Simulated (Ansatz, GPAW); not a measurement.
# A 13-layer slab of Mo(111): work function by functional and basis, part 3 of 3

How far do functional and basis move the work function of a 13-layer slab of Mo(111)?

GPAW 26.7.0 and Ansatz 0.2.0; Ansatz plane waves; slab in vacuum with a dipole correction, relaxation (the session's first sound run).

So far, upper work function (eV): step 2 (relaxing the atoms, PBE) 3.94; step 5 (OptPBE vdW: xc = "optPBE-vdW", GPAW, PAW setups, GPAW) 4.15; step 6 (self-consistent run: xc = "vdW-DF2", GPAW, PAW setups, GPAW) 4.32; step 7 (self-consistent run: xc = "revPBE") 3.80; step 8 (self-consistent run: xc = "LDA") 4.23.

**9. Real-space grid: mode = "fd"**

Level of this step: GPAW, PAW setups; slab in vacuum (GPAW).

A real-space grid is a second complete basis, so it checks the plane-wave result.

run.py reads:

```python
import json
import numpy as np
from ase import Atoms
from gpaw import GPAW

slab = Atoms(
    ['Mo', 'Mo', 'Mo', 'Mo', 'Mo', 'Mo', 'Mo', 'Mo', 'Mo', 'Mo', 'Mo', 'Mo', 'Mo'],
    positions=[
        [0.00000, 0.00000, 7.00000],
        [2.22739, 1.28598, 7.90933],
        [4.45477, 2.57196, 8.81865],
        [0.00000, 0.00000, 9.72798],
        [2.22739, 1.28598, 10.63731],
        [4.45477, 2.57196, 11.54663],
        [0.00000, -0.00000, 12.47968],
        [2.22739, 1.28598, 13.39584],
        [4.45477, 2.57196, 14.34711],
        [0.00000, -0.00000, 15.22757],
        [2.22739, 1.28598, 16.25338],
        [4.45477, 2.57196, 16.98008],
        [-0.00000, 0.00000, 17.70801]],
    cell=[[4.45477, 0.0, 0.0], [2.22739, 3.85795, 0.0], [0.0, 0.0, 24.91192]],
    pbc=[True, True, False])

slab.calc = GPAW(mode='fd', h=0.18, xc='PBE', kpts={'size': (8, 8, 1), 'gamma': True},
                 occupations={'name': 'fermi-dirac', 'width': 0.1}, nbands='160%',
                 convergence={'density': 1e-05}, maxiter=200,
                 poissonsolver={'dipolelayer': 'xy'},
                 symmetry={'tolerance': 1e-3}, txt='slab.txt')
result = {}
energy = slab.get_potential_energy()
fermi = slab.calc.get_fermi_level()
v = slab.calc.get_electrostatic_potential().mean((0, 1)) - fermi
n = slab.calc.get_pseudo_density().mean((0, 1))
L = slab.cell[2, 2]
z = np.arange(len(v)) * L / len(v)
low, high = slab.positions[:, 2].min(), slab.positions[:, 2].max()
below, above = np.interp([low - 4.8, high + 4.8], z, v)
slopes = [np.interp(x, z, np.gradient(v, z)) for x in (low - 4.8, high + 4.8)]
eps = np.array([[slab.calc.get_eigenvalues(k, s) for k in range(len(slab.calc.get_ibz_k_points()))]
                for s in range(slab.calc.get_number_of_spins())]) - fermi
top, bottom = eps[eps < 0].max(), eps[eps > 0].min()
dipole = slab.get_dipole_moment()[2]
print(f'energy {energy:.4f} eV, Fermi level {fermi:.4f} eV, dipole {dipole:.5f} e A')
print(f'potential 4.8 A off the faces, from the Fermi level: lower {below:.4f} eV, upper {above:.4f} eV')
print(f'slope of the potential there: lower {slopes[0]:.5f}, upper {slopes[1]:.5f} eV/A')
print(f'nearest levels on the mesh: {top:.4f} and {bottom:.4f} eV')
print('magnetic moment', round(slab.get_magnetic_moment(), 3))
result.update(energy=energy, fermi=fermi, dipole=dipole, below=below, above=above, slopes=slopes, edges=[top, bottom],
              z=z.tolist(), v=v.tolist(), n=n.tolist(), positions=slab.positions.tolist(),
              forces=slab.get_forces(apply_constraint=False).tolist(), moments=slab.get_magnetic_moments().tolist())
json.dump(result, open('result.json', 'w'))
```

Started as:

```console
$ OMP_NUM_THREADS=1 OPENBLAS_NUM_THREADS=1 python run.py
```

Numbers of over 12 decimals in the logs are rounded to 6 here.

Log:

```text
energy -139.9350 eV, Fermi level -3.7987 eV, dipole -0.02607 e A
potential 4.8 A off the faces, from the Fermi level: lower 3.6612 eV, upper 3.9353 eV
slope of the potential there: lower -0.00121, upper 0.00096 eV/A
nearest levels on the mesh: -0.0377 and 0.0081 eV
magnetic moment 0.0
```

Elapsed: 1.6 h, on 1 thread of Arm Neoverse N1, shared host; peak memory 2.1 GiB.

Numbers from this step:

```yaml
dipole_along_the_normal: -0.02607 e·Å
levels_nearest_the_fermi_level_on_the_mesh: -0.03774, 0.008112 eV from the Fermi level
upper_work_function: 3.935 eV
lower_work_function: 3.661 eV
```

Electrostatic potential energy of an electron (without an applied field's), less the Fermi level, planar mean against z:

```csv
z (Å),"electrostatic potential energy of an electron (without an applied field's), less the Fermi level, planar mean (eV)"
0.0,3.80
0.5,3.66
1.0,3.66
1.5,3.66
2.0,3.66
2.5,3.66
3.0,3.66
3.5,3.65
4.0,3.63
4.5,3.57
5.0,3.40
5.5,2.88
6.0,1.26
6.5,-3.96
7.0,-11.5
7.5,-12.2
8.0,-13.8
8.5,-13.0
9.0,-13.7
9.5,-13.5
10.0,-13.3
10.5,-13.9
11.0,-12.9
11.5,-14.0
12.0,-12.4
12.5,-13.9
13.0,-12.6
13.5,-13.6
14.0,-12.4
14.5,-13.9
15.0,-13.5
15.5,-12.1
16.0,-12.9
16.5,-16.1
17.0,-17.0
17.5,-15.2
18.0,-8.49
18.5,-0.320
19.0,2.61
19.5,3.51
20.0,3.80
20.5,3.89
21.0,3.92
21.5,3.93
22.0,3.93
22.5,3.94
23.0,3.94
23.5,3.94
24.0,3.94
24.5,3.94
```

The upper face's work function is 3.935 eV, against 3.937 eV in the first plane-wave PBE run at this geometry.

**10. All levels side by side**

Times are for 1 thread of Arm Neoverse N1, shared host. The runs compared:

```
no.         run  upper work function (eV)  lower work function (eV)    time  memory (GiB)
  1          pw                     3.937                     3.663  30 min          0.49
  2        RPBE                     3.787                     3.502  28 min           0.5
  3  optPBE vdW                     4.152                     3.915  29 min          0.73
  4     vdW DF2                     4.315                     4.141  30 min          0.73
  5      revPBE                     3.804                     3.518  27 min           0.5
  6         LDA                     4.233                     3.965  26 min           0.5
  7          fd                     3.935                     3.661   1.6 h           2.1
```

**11. A second plane-wave code**

A second program with its own datasets checks the number independently.

This step: Ansatz plane waves; slab in vacuum with a dipole correction (Ansatz 0.2.0).

input.yaml reads:

```yaml
crystal:
  lattice:
    - [4.4547727215, 0.0, 0.0]
    - [2.2273863607, 3.8579463449, 0.0]
    - [0.0, 0.0, 24.9119200877]
  atoms:
    - { symbol: Mo, position: [0.0, 0.0, 0.2809899829] }
    - { symbol: Mo, position: [0.3333333333, 0.3333333333, 0.3174916524] }
    - { symbol: Mo, position: [0.6666666667, 0.6666666667, 0.3539933219] }
    - { symbol: Mo, position: [0.0, 0.0, 0.3904949915] }
    - { symbol: Mo, position: [0.3333333333, 0.3333333333, 0.426996661] }
    - { symbol: Mo, position: [0.6666666667, 0.6666666667, 0.4634983305] }
    - { symbol: Mo, position: [0.0, 0.0, 0.5009521216] }
    - { symbol: Mo, position: [0.3333333333, 0.3333333333, 0.5377280586] }
    - { symbol: Mo, position: [0.6666666667, 0.6666666667, 0.5759132825] }
    - { symbol: Mo, position: [0.0, 0.0, 0.6112563766] }
    - { symbol: Mo, position: [0.3333333333, 0.3333333333, 0.6524338703] }
    - { symbol: Mo, position: [0.6666666667, 0.6666666667, 0.6816046481] }
    - { symbol: Mo, position: [0.0, 0.0, 0.7108246098] }
kpoints:
  mp_grid: { grid: [8, 8, 1] }
hamiltonian:
  xc: pbe
scf:
  occupations: { method: fermi_dirac, width: 0.1 }
efield:
  axis: 3
  dipole_correction: true
  ramp_width: 0.05
output:
  forces: true
  write_potential: true
  write_density: true
  volumetric_format: npy
```

Started as:

```console
$ ansatz run input.yaml --threads 4 --pin off --max-ram 8192MiB --backend cpu --events-out ev --progress --plain --runs-dir out
```

Log:

```text
[...]
Crystal: 13 atoms, lattice volume = 428.143 Å³
Basis set: ecut = 420 eV, 8393 PW (Γ), exchange–correlation on 60×60×360 points (8 copies of the dense FFT grid, shifted against one another)
Bands: 110, of which v1, the nominal top of the filled ones, is band 91 counted from 1 (90 counted from 0)
Symmetry: 6 space group operations
[...]
k-points: 10 of 64 (time reversal used)
[...]
SCF iter   1: F=—  HF=-64421.682740 eV  |F-HF|=—  |Δ(HF+E_count)|=         —  Δρ=6.44e-3  dr2=1.15e0  ethr=1.77e-3  p=-0.012 e·Å  D=-5.04e-3 V/Å  ΔV_dip=0.13 eV  dr2_dipole=2.25e-2  V_vac-E_F(+/−)=3.79/3.67 eV  ⟨swp⟩=8.9  Hψ=5207  notcnv=0
[...]
SCF iter   9: F=-64421.654122 eV  HF=-64421.654122 eV  |F-HF|=5.00e-8  |Δ(HF+E_count)|=   5.86e-8  Δρ=3.04e-6  dr2=9.96e-8  ethr=5.49e-11  p=-0.026 e·Å  D=-1.11e-2 V/Å  ΔV_dip=0.28 eV  dr2_dipole=5.43e-10  V_vac-E_F(+/−)=3.94/3.67 eV  ⟨swp⟩=15.3  Hψ=8978  notcnv=0
SCF 1 converged in 9 iterations: F = -64421.654122 eV  dr2 = 9.96e-8
[...]
SCF converged after 9 iterations
Free energy (F): -64421.654122 eV
[...]
Internal energy: -64421.323923 eV  (E = F + TS)
E sigma→0 (E₀):  -64421.489022 eV
Entropy (-TS):   -0.330199 eV (-25.400 meV/atom)
Fermi energy:    8.043006 eV
Dipole field:    D = -0.011087 V/Å  (p = -0.026233 e·Å, saw-weighted, corrected)
Work function:   Φ+ = 3.9447 eV   Φ− = 3.6685 eV
[...]
--- Forces (eV/Å), atoms counted from 1 ---
  atom   1  Mo     0.00000000    -0.00000000     1.95880908
  atom   2  Mo    -0.00000000     0.00000000    -0.05753663
  atom   3  Mo    -0.00000000     0.00000000    -0.80208419
  atom   4  Mo    -0.00000000     0.00000000    -0.91330350
  atom   5  Mo    -0.00000000     0.00000000    -0.16696934
  atom   6  Mo    -0.00000000     0.00000000    -0.01965143
  atom   7  Mo    -0.00000000    -0.00000000    -0.00605008
  atom   8  Mo     0.00000000     0.00000000    -0.00444450
  atom   9  Mo     0.00000000     0.00000000     0.00200187
  atom  10  Mo     0.00000000     0.00000000     0.00427750
  atom  11  Mo     0.00000000    -0.00000000     0.00281002
  atom  12  Mo     0.00000000    -0.00000000     0.00073744
  atom  13  Mo     0.00000000     0.00000000     0.00140935
  max |Σ_I F_I| component: 5.61e-6 eV/Å
--- Band table (eV; the first three rows and the last of 10) ---
  k-point 0: bands = [... 87 lower, 6.8495, 6.8495, 7.1747, 7.3552, 8.1105, 8.9604, 9.2470, 9.2470, ... 15 higher]
  k-point 1: bands = [... 87 lower, 7.0071, 7.2015, 7.2857, 7.4288, 8.1688, 8.8993, 8.9914, 9.1531, ... 15 higher]
  k-point 2: bands = [... 87 lower, 7.4582, 7.4839, 7.7972, 7.9297, 8.3051, 8.3367, 8.4554, 8.7892, ... 15 higher]
  k-point 9: bands = [... 87 lower, 7.4412, 7.5009, 7.6865, 7.8200, 7.9755, 8.1832, 8.4194, 8.5655, ... 15 higher]
```

Wall time 36 s (4 threads); peak memory 1.3 GiB; 2.4 min of CPU time.

Reading the cycles: dr2 is the Hartree energy of the density residual (eV), the measure of convergence; HF is the Harris–Foulkes estimate of the energy, which meets the free energy F at convergence.

Numbers from this step:

* upper work function: 3.945 eV
* lower work function: 3.669 eV
* dipole along the normal: -0.02623 e·Å
* dipole field: -0.01109 V/Å

Table of electrostatic potential energy of an electron (with the applied field's), less the Fermi level, planar mean by z:

```
z (Å)  electrostatic potential energy of an electron (with the applied field's), less the Fermi level, planar mean (eV)
    0                                                                                                              3.78
    1                                                                                                              3.67
    2                                                                                                              3.67
    3                                                                                                              3.66
    4                                                                                                              3.64
    5                                                                                                              3.41
    6                                                                                                              1.18
    7                                                                                                             -9.74
    8                                                                                                             -12.3
    9                                                                                                             -12.7
   10                                                                                                             -12.9
   11                                                                                                             -13.0
   12                                                                                                             -12.7
   13                                                                                                             -12.8
   14                                                                                                             -12.5
   15                                                                                                             -12.8
   16                                                                                                             -12.3
   17                                                                                                             -15.9
   18                                                                                                             -7.86
   19                                                                                                              2.60
   20                                                                                                              3.81
   21                                                                                                              3.93
   22                                                                                                              3.94
   23                                                                                                              3.94
   24                                                                                                              3.94
```

Table of valence density, planar mean by z:

```
z (Å)  valence density, planar mean (e/Å³)
  3.0                               8.8e-5
  3.5                               2.6e-4
  4.0                               7.7e-4
  4.5                              0.00233
  5.0                              0.00696
  5.5                               0.0215
  6.0                               0.0811
  6.5                                0.403
  7.0                                0.782
  7.5                                0.868
  8.0                                0.890
  8.5                                0.897
  9.0                                0.892
  9.5                                0.897
 10.0                                0.896
 10.5                                0.894
 11.0                                0.895
 11.5                                0.887
 12.0                                0.874
 12.5                                0.882
 13.0                                0.886
 13.5                                0.873
 14.0                                0.861
 14.5                                0.901
 15.0                                0.900
 15.5                                0.826
 16.0                                0.861
 16.5                                 1.07
 17.0                                 1.06
 17.5                                 1.01
 18.0                                0.642
 18.5                                0.174
 19.0                               0.0399
 19.5                               0.0123
 20.0                              0.00395
 20.5                              0.00125
 21.0                               4.0e-4
 21.5                               1.3e-4
 22.0                               3.9e-5
```

Force by atom:

| atom | x (eV/Å) | y (eV/Å) | z (eV/Å) | size |
| --- | --- | --- | --- | --- |
| Mo1 | 0.00 | 0.00 | 1.96 | 1.96 |
| Mo2 | 0.00 | 0.00 | -0.06 | 0.06 |
| Mo3 | 0.00 | 0.00 | -0.80 | 0.80 |
| Mo4 | 0.00 | 0.00 | -0.91 | 0.91 |
| Mo5 | 0.00 | 0.00 | -0.17 | 0.17 |
| Mo6 | 0.00 | 0.00 | -0.02 | 0.02 |
| Mo7 | 0.00 | 0.00 | -0.01 | 0.01 |
| Mo8 | 0.00 | 0.00 | 0.00 | 0.00 |
| Mo9 | 0.00 | 0.00 | 0.00 | 0.00 |
| Mo10 | 0.00 | 0.00 | 0.00 | 0.00 |
| Mo11 | 0.00 | 0.00 | 0.00 | 0.00 |
| Mo12 | 0.00 | 0.00 | 0.00 | 0.00 |
| Mo13 | 0.00 | 0.00 | 0.00 | 0.00 |

The upper face's work function is 3.945 eV, against 3.937 eV in the first plane-wave PBE run at this geometry.

**12. Side by side**

Results and costs are gathered.

This step: comparison of work functions, dipole and cost (GPAW 26.7.0).

Ladder, by row:

| step | code | work function, upper (eV) | work function, lower (eV) | dipole (e Å) | wall time (s) | peak memory (GiB) | threads |
| --- | --- | --- | --- | --- | --- | --- | --- |
| pw | GPAW | 3.937 | 3.663 | -0.02601 | 1803 | 0.49 | 1 |
| RPBE | GPAW | 3.787 | 3.502 | -0.02703 | 1709 | 0.5 | 1 |
| optPBE-vdW | GPAW | 4.152 | 3.915 | -0.02243 | 1750 | 0.73 | 1 |
| vdW-DF2 | GPAW | 4.315 | 4.141 | -0.01648 | 1772 | 0.73 | 1 |
| revPBE | GPAW | 3.804 | 3.518 | -0.02716 | 1591 | 0.5 | 1 |
| LDA | GPAW | 4.233 | 3.965 | -0.02551 | 1550 | 0.5 | 1 |
| fd | GPAW | 3.935 | 3.661 | -0.02607 | 5782 | 2.13 | 1 |
| ansatz | Ansatz | 3.945 | 3.669 | -0.02623 | 36.48 | 1.275 | 4 |

**13. Results**

```yaml
work_function_upper_and_lower_face: 3.937 and 3.663 eV
dipole_along_the_normal: -0.0260 e Å
```

With plane waves and PBE the work function is 3.94 eV on the upper face and 3.66 eV on the lower. The two faces differ by 0.27 eV, the step that the slab's dipole makes (e p/(ε0 A) gives 0.27 eV), so the dipole layer is needed. The lowest atoms were held at bulk positions, which alone makes the faces unlike. The measured value for this face is 4.52 eV (as compiled in "Anisotropic work function of elemental crystals", 2019, arxiv:1902.07811); the relaxed upper face lies 0.58 eV under it with PBE, and vdW-DF2 comes nearest (4.32 eV). Measured work functions scatter by a tenth of an eV or more between methods. Over the sound runs of the table the upper face's work function spans 3.787 (RPBE) to 4.315 eV (vdW-DF2). The two plane-wave codes differ by 0.0078 eV on the upper face. The in-plane lattice was kept as typed, which isn't the functional's own and leaves some strain; spin-orbit coupling and temperature are left out.

[Logs are printed without paths, hosts, clocks, repeated set-up lines and the standing remarks that a program may print on its own settings, such as how far it seeks lower states.]

[Hosts, paths, dates, database ids (printed as entryN), source tags and the programs' standing remarks are cut or masked in the printed files.]
